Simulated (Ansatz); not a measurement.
# Screening in Nb2Sn2O7 (Fd-3m)

How strongly does Nb2Sn2O7 (Fd-3m) screen? Routes: perturbation theory, a sum over states and the RPA step of G0W0.

Program: Ansatz 0.2.0. Level of theory: linear response on LDA, plane waves, PAW. Values are calculated unless marked as measured.

## (1) Starting point

It takes space group Fd-3m (No. 227, cubic). The conventional cell has a = 10.761 Å, b = 10.761 Å, c = 10.761 Å, α = 90.00°, β = 90.00°, γ = 90.00°. Nb has 6 O at 2.02 Å nearest. Nearest to Sn lie 2 O at 2.33 Å. O has 2 Nb at 2.02 Å nearest. O has 4 Sn at 2.33 Å nearest. Farther neighbours, and contacts between anions beyond the nearest, are not listed.

The cell and positions are those that the Materials Project relaxed with its own functionals (PBE, PBE+U or r2SCAN), kept fixed. The default PAW set here is soft_2. Its files were made with PBE.

## (2) Response to a homogeneous field

The response to a uniform field gives ε∞, a yardstick for the screening that GW builds on its mesh.

This step: dielectric response by perturbation theory, LDA, plane waves, PAW.

Contents of input.yaml:

```yaml
crystal:
  lattice:
    - [0.0, 5.380295, 5.380295]
    - [5.380295, 0.0, 5.380295]
    - [5.380295, 5.380295, 0.0]
  atoms:
    - { symbol: Nb, position: [0.125, 0.125, 0.125] }
    - { symbol: Nb, position: [0.625, 0.125, 0.125] }
    - { symbol: Nb, position: [0.125, 0.125, 0.625] }
    - { symbol: Nb, position: [0.125, 0.625, 0.125] }
    - { symbol: Sn, position: [0.625, 0.625, 0.125] }
    - { symbol: Sn, position: [0.625, 0.625, 0.625] }
    - { symbol: Sn, position: [0.125, 0.625, 0.625] }
    - { symbol: Sn, position: [0.625, 0.125, 0.625] }
    - { symbol: O, position: [0.061003, 0.438997, 0.061003] }
    - { symbol: O, position: [0.061003, 0.061003, 0.438997] }
    - { symbol: O, position: [0.811003, 0.188997, 0.811003] }
    - { symbol: O, position: [0.061003, 0.438997, 0.438997] }
    - { symbol: O, position: [0.188997, 0.811003, 0.188997] }
    - { symbol: O, position: [0.438997, 0.061003, 0.061003] }
    - { symbol: O, position: [0.188997, 0.188997, 0.811003] }
    - { symbol: O, position: [0.188997, 0.811003, 0.811003] }
    - { symbol: O, position: [0.75, 0.75, 0.75] }
    - { symbol: O, position: [0.811003, 0.188997, 0.188997] }
    - { symbol: O, position: [0.438997, 0.438997, 0.061003] }
    - { symbol: O, position: [0.811003, 0.811003, 0.188997] }
    - { symbol: O, position: [0.5, 0.5, 0.5] }
    - { symbol: O, position: [0.438997, 0.061003, 0.438997] }
kpoints:
  mp_grid: { grid: [4, 4, 4] }
hamiltonian:
  xc: lda
scf:
  occupations: { method: fixed }
dielectric: {}
```

On the command line:

```sh
> ansatz run input.yaml --threads 24 --pin off --max-ram 82944MiB --backend cuda --events-out ev --progress --plain --runs-dir out --devices 1 --max-vram 78GiB
```

The program printed:

```text
GPUs: using 1 of 1 available (devices: 1).
Engine: ansatz 0.2.0, aarch64-unknown-linux-gnu
Pseudopotentials: kind: paw
Pseudopotential: Nb, paw, valence charge 13, recommended cutoff 420 eV (normal), Nb.paw.azcp
Pseudopotential: Sn, paw, valence charge 14, recommended cutoff 420 eV (normal), Sn.paw.azcp
Pseudopotential: O, paw, valence charge 6, recommended cutoff 420 eV (normal), O.paw.azcp
Functional definition: SPW92
  exchange = slater_x
  correlation = pw_c
[...]
Crystal: 22 atoms, lattice volume = 311.493 Å³
Basis set: ecut = 420 eV, 6081 PW (Γ), exchange–correlation on 120×120×120 points (8 copies of the dense FFT grid, shifted against one another)
Bands: 118, of which v1, the nominal top of the filled ones, is band 96 counted from 1 (95 counted from 0)
Symmetry: 48 space group operations
k-points: 13 of 64 (irreducible under 8 space group operations, time reversal used)
Non-local potential: Nb, projectors of the file, l = 0: 3, l = 1: 2, l = 2: 2, l = 3: 1
Non-local potential: Sn, projectors of the file, l = 0: 2, l = 1: 2, l = 2: 2, l = 3: 2
Non-local potential: O, projectors of the file, l = 0: 2, l = 1: 2, l = 2: 1
PAW form: soft (Blöchl's): semilocal exchange-correlation on the pseudo side does not see the compensation charge
PAW frozen core: Nb, regenerated for the run's functional, and the local potential with it (the file was generated under x = pbe(κ = 0.804, μ = 0.219515), c = pbe(β = 0.066725))
PAW frozen core: Sn, regenerated for the run's functional, and the local potential with it (the file was generated under x = pbe(κ = 0.804, μ = 0.219515), c = pbe(β = 0.066725))
PAW frozen core: O, regenerated for the run's functional, and the local potential with it (the file was generated under x = pbe(κ = 0.804, μ = 0.219515), c = pbe(β = 0.066725))
PAW one-centre angular grid: Nb, 590 points (default); XC on 64 Gauss nodes
PAW one-centre angular grid: Sn, 590 points (default); XC on 64 Gauss nodes
PAW one-centre angular grid: O, 110 points (default); XC on 64 Gauss nodes
Initial density: superposition of atomic densities (neutral atoms: chi_scale 0, normalization atom), corrected by the library's trained network
Initial wavefunctions: pseudopotential atomic-orbital guess
[...]
Functional: x = slater, c = lda
SCF iter   1: F=—  HF=-49073.408920 eV  |F-HF|=—  |Δ(HF+E_count)|=         —  Δρ=1.86e-2  dr2=1.02e0  ethr=1.77e-3  ⟨swp⟩=4.9  Hψ=4823  notcnv=0  defer=239
preconditioner: auto → Resta (q_TF=auto, 2.517 Å⁻¹)  ε∞=4.9  [insulator: Δε(μ)=1.082 eV  Ē_g=13.409 eV  n_scr=64 (ndim 8)  ℏωp=26.6 eV  f_vac=0.036  ε∞_Penn≈4.9]
SCF iter   2: F=—  HF=-49073.197901 eV  |F-HF|=—  |Δ(HF+E_count)|=   2.11e-1  Δρ=8.04e-3  dr2=2.27e-1  ethr=5.31e-4  ⟨swp⟩=2.0  Hψ=2495  notcnv=0  defer=245
[...]
SCF iter  13: F=-49073.145606 eV  HF=-49073.145606 eV  |F-HF|=1.46e-11  |Δ(HF+E_count)|=    0.00e0  Δρ=8.38e-8  dr2=2.02e-11  ethr=1.00e-12  ⟨swp⟩=1.0  Hψ=2925  notcnv=0
SCF 1 converged in 13 iterations: F = -49073.145606 eV  dr2 = 2.02e-11
  greatest PAW one-centre occupation: 0.998 electrons in one spin orbital (limit 2), on the Nb atom at site 0 (counted from 0), in its partial waves of l = 0
the response reads at least the filled bands of the reference SCF and the lowest empty band at each k-point, and that SCF's band table does not vouch for those bands. The notice of the band table in this run's record says why
[...]
NSCF: frozen V_eff on 1 k-points
[...]
DFPT response loops at Γ: preconditioner auto → Resta (q_TF=auto, 2.517 Å⁻¹)  ε∞=8.0 (no band partly filled); β = 1.00, the filter's whole step (`scf.mixing.beta` (0.50) is not read by the response loops at its default; to damp them type it under 1.00, their step now; it binds the ground state too); Broyden in place of MSR1
── the response to a field inside a basis, on 6×6×6 k-points: an SCF that follows is theirs, and a resumed run solves both again ──
[...]
Bands: 97, of which v1, the nominal top of the filled ones, is band 96 counted from 1 (95 counted from 0)
k-points: 28 of 216 (irreducible under 12 space group operations)
[...]
Eigensolver: Dense (28 Hₖ)
[...]
SCF 1 converged in 7 iterations: F = -49071.963969 eV  dr2 = 5.40e-9
[...]
SCF converged after 13 iterations
[...]
k-point 12: bands = ["-46.9598", "-46.9598", "-46.9555", "-46.9555", "-23.2035", "-23.2035", "-23.1908", "-23.1908", "-23.1419", "-23.1419", "-23.1412", "-23.1412", "-23.0939", "-23.0939", "-23.0701", "-23.0701", "-11.4771", "-11.4771", "-11.4739", "-11.4739", "-11.4670", "-11.4670", "-11.4605", "-11.4605", "-11.4549", "-11.4549", "-11.3704", "-11.3704", "-11.3582", "-11.3582", "-11.3514", "-11.3514", "-11.3361", " [...]
--- Dielectric response (ions clamped): 3 representative field directions + reference, inside a basis on a mesh of 216 k-points (Σ response iterations 18) ---
  ε∞ (high-frequency dielectric tensor):
        9.883266    -0.000000     0.000000
       -0.000000     9.883266    -0.000000
        0.000000    -0.000000     9.883266
  Born effective charges Z* (e; rows j = field, columns β = displacement):
    site 0:
         8.58868    0.70694    0.70694
         0.70694    8.58868    0.70694
         0.70694    0.70694    8.58868
    site 1:
         8.58868   -0.70694   -0.70694
        -0.70694    8.58868    0.70694
        -0.70694    0.70694    8.58868
    site 2:
         8.58868    0.70694   -0.70694
         0.70694    8.58868   -0.70694
        -0.70694   -0.70694    8.58868
    site 3:
         8.58868   -0.70694    0.70694
        -0.70694    8.58868   -0.70694
         0.70694   -0.70694    8.58868
    site 4:
         3.47556    0.85033   -0.85033
         0.85033    3.47556   -0.85033
        -0.85033   -0.85033    3.47556
    site 5:
         3.47556    0.85033    0.85033
         0.85033    3.47556    0.85033
         0.85033    0.85033    3.47556
    site 6:
         3.47556   -0.85033   -0.85033
        -0.85033    3.47556    0.85033
        -0.85033    0.85033    3.47556
    site 7:
         3.47556   -0.85033    0.85033
        -0.85033    3.47556   -0.85033
         0.85033   -0.85033    3.47556
    site 8:
        -4.18494    0.00000   -2.58028
        -0.00000   -2.24072   -0.00000
        -2.58028   -0.00000   -4.18494
    site 9:
        -4.18494   -2.58028   -0.00000
        -2.58028   -4.18494   -0.00000
        -0.00000    0.00000   -2.24072
    site 10:
        -4.18494    0.00000    2.58028
        -0.00000   -2.24072    0.00000
         2.58028    0.00000   -4.18494
    site 11:
        -2.24072    0.00000   -0.00000
         0.00000   -4.18494    2.58028
        -0.00000    2.58028   -4.18494
    site 12:
        -4.18494    0.00000   -2.58028
[...]
site 13:
[...]
site 14:
[...]
site 15:
[...]
site 16:
[...]
site 17:
[...]
site 18:
        -4.18494    2.58028   -0.00000
         2.58028   -4.18494    0.00000
        -0.00000    0.00000   -2.24072
    site 19:
        -4.18494    2.58028   -0.00000
         2.58028   -4.18494   -0.00000
        -0.00000    0.00000   -2.24072
    site 20:
        -2.90730    0.00000   -0.00000
        -0.00000   -2.90730    0.00000
         0.00000   -0.00000   -2.90730
    site 21:
        -4.18494    0.00000    2.58028
        -0.00000   -2.24072    0.00000
         2.58028    0.00000   -4.18494
  Z* charge neutrality: 3.341e-3 e pre-enforcement
  solved inside a basis spanned on kpoints, on 6×6×6 k-points, taken by the longest dipole's decay: ε∞ is read to err by 5.2e-2, Z* by 1.0e-1 e (field_mesh: kpoints solves on kpoints); Z* is corrected for what the basis lacks
```

Wall time 13 s (1 × NVIDIA GB200 (shared by 2 runs) with 24 threads of Arm Neoverse V2, shared host); peak memory 4.9 GiB; 2.2 min of CPU time.

In the SCF lines HF is the Harris–Foulkes energy and dr2 the Hartree energy of the density residual, in eV; the loop may stop once dr2 is under the threshold and the program's other checks hold. Hψ counts applications of the Hamiltonian.

Numbers from this step:

* stated error of ε∞: 0.052

One over ε∞ averages 0.10, well under the quarter of exact exchange in PBE0, which should therefore open the gap too far.

High-frequency dielectric tensor:

```
9.88 0.00 0.00
0.00 9.88 0.00
0.00 0.00 9.88
```

Born effective charge (e), principal values of the symmetric part by kind of site:

| atom | atoms with these values | low | middle | high | mean |
| --- | --- | --- | --- | --- | --- |
| Nb1 | 4 | 7.88 | 7.88 | 10.00 | 8.59 |
| Sn5 | 4 | 2.63 | 2.63 | 5.18 | 3.48 |
| O9 | 12 | -6.77 | -2.24 | -1.60 | -3.54 |
| O17 | 2 | -2.91 | -2.91 | -2.91 | -2.91 |

In full for O9:

```
-4.18  0.00 -2.58
 0.00 -2.24  0.00
-2.58  0.00 -4.18
```

## (3) Independent-particle spectrum

The independent-particle spectrum shows where the oscillator strength lies, before excitons and local fields.

This step: independent-particle optics on LDA, plane waves, PAW.

input.yaml, as its differences from that of step 2:

```diff
@@ -34,2 +34,4 @@
   occupations: { method: fixed }
-dielectric: {}
+  n_extra_bands: 213
+output:
+  optics: { e_range: [0, 25], de: 0.1, sigma: 0.2 }
```

The program printed:

```text
[...]
GPUs: using 1 of 1 available (devices: 1).
[...]
Crystal: 22 atoms, lattice volume = 311.493 Å³
Basis set: ecut = 420 eV, 6081 PW (Γ)
Bands: 309, of which v1, the nominal top of the filled ones, is band 96 counted from 1 (95 counted from 0)
Symmetry: 48 space group operations
[...]
k-points: 8 of 64
[...]
SCF iter   1: F=—  HF=-49073.411202 eV  |F-HF|=—  |Δ(HF+E_count)|=         —  Δρ=1.86e-2  dr2=1.02e0  ethr=1.77e-3  ⟨swp⟩=4.0  Hψ=8688  notcnv=0  defer=1649
[...]
SCF iter   6: F=—  HF=-49073.145222 eV  |F-HF|=—  |Δ(HF+E_count)|=   1.28e-3  Δρ=1.50e-4  dr2=3.97e-5  ethr=1.34e-6  ⟨swp⟩=2.0  Hψ=1208  notcnv=0  defer=1648
[...]
SCF iter   9: F=—  HF=-49073.145598 eV  |F-HF|=—  |Δ(HF+E_count)|=   6.99e-9  Δρ=7.38e-7  dr2=1.19e-9  ethr=5.46e-11  ⟨swp⟩=2.0  Hψ=1168  notcnv=0  defer=1648
[...]
SCF iter  11: F=-49073.145598 eV  HF=-49073.145598 eV  |F-HF|=1.46e-11  |Δ(HF+E_count)|=  7.28e-11  Δρ=3.75e-8  dr2=4.96e-12  ethr=1.00e-12  ⟨swp⟩=17.8  Hψ=24484  notcnv=0
SCF 1 converged in 11 iterations: F = -49073.145598 eV  dr2 = 4.96e-12
[...]
Optics k sum: 0 of 8 k-points
[...]
SCF converged after 11 iterations
[...]
```

The job ended after 5.9 s (1 × NVIDIA GB200 (shared by 2 runs) with 24 threads; peak memory 4.1 GiB).

Numbers from this step:

```
ε∞ without local fields (xx, yy, zz)                                   : 10.48, 10.48, 10.48
electrons in the f-sum (xx, yy, zz)                                    : 141.5, 141.5, 141.5
bands in the explicit sum (the static value is completed to all bands) : 309
```

The sum gives ε∞ = 10.48 without local fields.

The ε₂, xx=yy=zz has structure finer than the step of the table below, so its rows give means over 1 eV. Peaks (eV: height): 1.3: 10.3, 4.1: 15.7.

Independent particles, no local fields, Gaussian width 0.2 eV. ε₂, xx=yy=zz against photon energy; means over each step:

| photon energy (eV) | ε₂, xx=yy=zz |
| --- | --- |
| 1 | 3.81 |
| 2 | 2.68 |
| 3 | 4.86 |
| 4 | 13.2 |
| 5 | 7.15 |
| 6 | 5.26 |
| 7 | 4.59 |
| 8 | 3.67 |
| 9 | 3.55 |
| 10 | 2.80 |
| 11 | 2.10 |
| 12 | 1.80 |
| 13 | 1.50 |
| 14 | 1.34 |
| 15 | 0.905 |
| 16 | 0.820 |
| 17 | 1.10 |
| 18 | 1.17 |
| 19 | 1.12 |
| 20 | 0.928 |
| 21 | 0.701 |
| 22 | 0.626 |
| 23 | 0.571 |
| 24 | 0.709 |

Independent particles, no local fields, Gaussian width 0.2 eV. The loss function, xx=yy=zz by photon energy; read off at these points:

```
photon energy (eV)  loss function, xx=yy=zz
               0.0                        0
               1.0                  0.00791
               2.0                   0.0258
               3.0                   0.0410
               4.0                   0.0547
               5.0                    0.148
               6.0                    0.197
               7.0                    0.184
               7.8                    0.320
               8.0                    0.261
               9.0                    0.283
              10.0                    0.338
              11.0                    0.478
              12.0                    0.586
              13.0                    0.689
              14.0                    0.716
              15.0                     1.06
              15.2                     1.12
              16.0                    0.797
              17.0                    0.551
              18.0                    0.704
              19.0                    0.832
              20.0                    0.965
              21.0                     1.10
              22.0                    0.920
              23.0                    0.862
              24.0                    0.688
              25.0                    0.861
```

Independent particles, no local fields, Gaussian width 0.2 eV. Table of ε₁, xx=yy=zz by photon energy:

photon energy (eV), ε₁, xx=yy=zz and a bar from the least value:
```
        0       10.4 #####################
        1       15.3 ##############################
        2        8.7 ##################
        3        9.8 ####################
        4        7.0 ###############
        5        1.2 ####
        6       -0.9 
        7        1.2 ####
        8        1.1 ####
        9        0.0 ##
       10       -0.3 #
       11        0.0 ##
       12       -0.2 #
       13        0.0 ##
       14       -0.2 #
       15        0.1 ##
       16        0.6 ###
       17        0.9 ###
       18        0.6 ###
       19        0.3 ##
       20        0.3 ##
       21        0.4 ##
       22        0.5 ###
       23        0.6 ###
       24        0.7 ###
       25        0.6 ###
```

## (4) RPA screening from the G0W0 run

Now the one-shot GW correction: screening in the RPA, then the self-energy of the levels asked for.

This step: G0W0 on LDA, plane waves, PAW.

input.yaml, as its differences from that of step 3:

```diff
@@ -29,3 +29,3 @@
 kpoints:
-  mp_grid: { grid: [4, 4, 4] }
+  mp_grid: { grid: [2, 2, 2] }
 hamiltonian:
@@ -34,4 +34,7 @@
   occupations: { method: fixed }
-  n_extra_bands: 213
-output:
-  optics: { e_range: [0, 25], de: 0.1, sigma: 0.2 }
+gw:
+  n_empty_bands: 929
+  ecut_chi: 120.0
+  qp_bands: [v4, c4]
+  qp_kpoints: band_edges
+  screening: { model: contour_deformation }
```

The program printed:

```text
GPUs: using 1 of 1 available (devices: 1).
[...]
Crystal: 22 atoms, lattice volume = 311.493 Å³
Basis set: ecut = 420 eV, 6081 PW (Γ)
Bands: 118, of which v1, the nominal top of the filled ones, is band 96 counted from 1 (95 counted from 0)
Symmetry: 48 space group operations
[...]
k-points: 3 of 8
[...]
0    99     10.5377   -14.0016    -5.5947   -20.4339  0.7025    11.4531    11.3753  root
     0   100     10.5377   -14.0016    -5.5947   -20.4339  0.7025    11.4531    11.3753  root
[...]
2    97     10.4235   -13.1460    -5.3202   -19.2317  0.7056    11.2490    11.1890  root
     2    98     10.4235   -13.1460    -5.3202   -19.2317  0.7056    11.2490    11.1890  root
     2    99     10.6684   -13.7328    -5.4190   -19.9274  0.6959    11.5128    11.4440  root
     2   100     10.6684   -13.7328    -5.4190   -19.9274  0.6959    11.5128    11.4440  root
[key lines of the parts left out:]
SCF converged after 9 iterations
```

Run time: 5.4 s. Hardware: 1 × NVIDIA GB200 (shared by 2 runs) with 24 threads; peak memory 2.1 GiB.

This step gave:

```
bands summed                                 : 1025
RPA ε∞ on this mesh (eigenvalues)            : 14.42, 14.42, 14.42
plane waves in the screening matrix          : 941
G0W0 gap on the mesh                         : 1.607 eV
k of the valence top                         : 0, 0, -0.5
k of the conduction bottom                   : 0, 0, 0
starting gap on the mesh                     : 0.8796 eV
least direct G0W0 gap on the computed points : 1.766 eV
```

The gap on the mesh goes from 0.88 eV to 1.61 eV, a correction of +0.73 eV. Between the two edge states, bare exchange in place of the xc potential would open the gap by 8.33 eV, and correlation takes back 7.60 eV.

Mean over the mesh in bins of 0.25 1/Å. Static inverse dielectric function, diagonal against length of q+G:

| length of q+G (Å⁻¹) | static inverse dielectric function, diagonal |
| --- | --- |
| 0.54 | 0.189 |
| 0.83 | 0.268 |
| 0.98 | 0.314 |
| 1.28 | 0.402 |
| 1.48 | 0.461 |
| 1.75 | 0.535 |
| 2.03 | 0.603 |
| 2.23 | 0.648 |
| 2.49 | 0.702 |
| 2.72 | 0.743 |
| 2.97 | 0.780 |
| 3.25 | 0.814 |
| 3.50 | 0.839 |
| 3.75 | 0.861 |
| 3.98 | 0.878 |
| 4.24 | 0.895 |
| 4.50 | 0.911 |
| 4.74 | 0.924 |
| 5.03 | 0.937 |
| 5.25 | 0.946 |
| 5.47 | 0.953 |

## (5) The values together

Times are wall times on 1 × NVIDIA GB200 (shared by 2 runs) with 24 threads of Arm Neoverse V2, shared host, good to a factor of about two.

```
                                          method                            mesh  ε∞, low  middle   high   mean   time
perturbation theory (local fields and xc kernel)  4×4×4 (response on 216 points)     9.88    9.88   9.88   9.88   13 s
               sum over states (no local fields)                           4×4×4    10.48   10.48  10.48  10.48  5.9 s
           RPA with local fields, on the GW mesh                           2×2×2    14.42   14.42  14.42  14.42  5.4 s
```

## (6) Outcome

```yaml
perturbation_theory_local_fields_and_xc_kernel: 9.88, 9.88, 9.88
sum_over_states_no_local_fields: 10.48, 10.48, 10.48
rpa_with_local_fields_on_the_gw_mesh: 14.42, 14.42, 14.42
```

What this shows: Mean Born effective charge: Nb1 8.59, Sn5 3.48, O9 -3.54, O17 -2.91 e. Distinct peaks of the ε₂, xx=yy=zz stand at 1.3 and 4.1 eV; the one at 4.1 eV is strongest. The most distinct maxima of the loss function, xx=yy=zz lie at 15.2 and 20.9 eV, the highest at 15.2 eV. The sum without local fields gives 10.48 in the mean against 9.88 by perturbation theory; local fields lower ε∞ and the xc kernel gives part of it back, though the sum also carries the error of its own mesh. The RPA values on the 2×2×2 mesh average 1.46 times those of perturbation theory (means 14.42 and 9.88). Without the xc kernel RPA should lie a little lower; it lies higher here, so the error of the GW mesh outweighs that. LDA usually puts the gap too low, which tends to raise ε∞. Ions are clamped, so the lattice part of the static constant is not in these numbers.

[Long decimals in the printed logs are rounded to 6 places.]

[Logs are printed without paths, hosts, clocks, repeated set-up lines and the standing remarks that a program may print on its own settings, such as how far it seeks lower states.]

[Paths, hosts, dates, memory and timing lines, banners, echoed tables and standing remarks are left out of the program output; an Ansatz launch command may be rebuilt from the run's recorded settings. Measured values are a selection of at most five: reports struck by readers or far from the other reports are left out. None is set beside runs whose start may be inverted or whose files or cutoffs have a known fault.]

[Runs of the session that timed out or met a known fault of the program may be left out.]

[Cells called generated may have been cut or substituted from an entry of the Crystallography Open Database or the Materials Project.]

[Hosts, paths, dates, database ids (printed as entryN), source tags and the programs' standing remarks are cut or masked in the printed files.]

[Where the starting crystal was built by hand or by swapping elements, it need not be the compound's stable phase.]
